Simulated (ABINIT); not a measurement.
Planning a run of ABINIT 10.8.3 on BP (F-43m). The input:

```
acell 3*1.0 Angstrom
rprim 
  0.000000000000 2.269000000000 2.269000000000
  2.269000000000 0.000000000000 2.269000000000
  2.269000000000 2.269000000000 0.000000000000
ntypat 2
znucl 5 15
natom 2
typat 1 2
xred 
  0.000000000000 0.000000000000 0.000000000000
  0.250000000000 0.250000000000 0.250000000000
pp_dirpath "pseudos"
pseudos "B.upf, P.upf"
ecut 34
ngkpt 6 6 6
nshiftk 1
shiftk 0 0 0
kptopt 1
chksymbreak 0
istwfk *1
occopt 1
irdwfk 1
optdriver 4
nband 132
gwcalctyp 2
ecutsigx 34
symsigma 1
nkptgw 16
kptgw 
  0.0000000000 0.0000000000 0.0000000000
  0.1666666667 0.0000000000 0.0000000000
  0.3333333333 0.0000000000 0.0000000000
  0.5000000000 0.0000000000 0.0000000000
  0.1666666667 0.1666666667 0.0000000000
  0.3333333333 0.1666666667 0.0000000000
  0.5000000000 0.1666666667 0.0000000000
  -0.3333333333 0.1666666667 0.0000000000
  -0.1666666667 0.1666666667 0.0000000000
  0.3333333333 0.3333333333 0.0000000000
  0.5000000000 0.3333333333 0.0000000000
  -0.3333333333 0.3333333333 0.0000000000
  0.5000000000 0.5000000000 0.0000000000
  0.5000000000 0.3333333333 0.1666666667
  -0.3333333333 0.3333333333 0.1666666667
  -0.3333333333 0.5000000000 0.1666666667
bdgw 
  1 8
  1 8
  1 8
  1 8
  1 8
  1 8
  1 8
  1 8
  1 8
  1 8
  1 8
  1 8
  1 8
  1 8
  1 8
  1 8
ecuteps 9
irdscr 1
indata_prefix "in"
outdata_prefix "out"
tmpdata_prefix "tmp"
```

```sh
OMP_NUM_THREADS=1 mpirun -n 4 abinit run.abi > log
```

**Question.** Estimate wall time and host memory on 4 MPI ranks of Arm Neoverse V1, shared host.

It took 5.5 min; on shared hardware allow 2.7 min to 11 min. Peak host memory was 1.3 GiB.

[Long decimals in the printed logs are rounded to 6 places.]

[Logs are printed without paths, hosts, clocks, repeated set-up lines and the standing remarks that a program may print on its own settings, such as how far it seeks lower states.]

[Paths, hosts, dates, memory and timing lines, banners, echoed tables and standing remarks are left out of the program output; an Ansatz launch command may be rebuilt from the run's recorded settings. Measured values are a selection of at most five: reports struck by readers or far from the other reports are left out. None is set beside runs whose start may be inverted or whose files or cutoffs have a known fault.]

[Runs of the session that timed out or met a known fault of the program may be left out.]

[Hosts, paths, dates, database ids (printed as entryN), source tags and the programs' standing remarks are cut or masked in the printed files.]

[G0W0 gaps are taken among the corrected bands and points alone; a level outside them can change the order at an edge.]

[Where Ansatz stands beside ABINIT at settings called matched, ABINIT's density can come from a denser mesh and the files from another edition; pairs whose starting gaps differed by over 0.03 eV were left out, so agreement reads better than it is.]
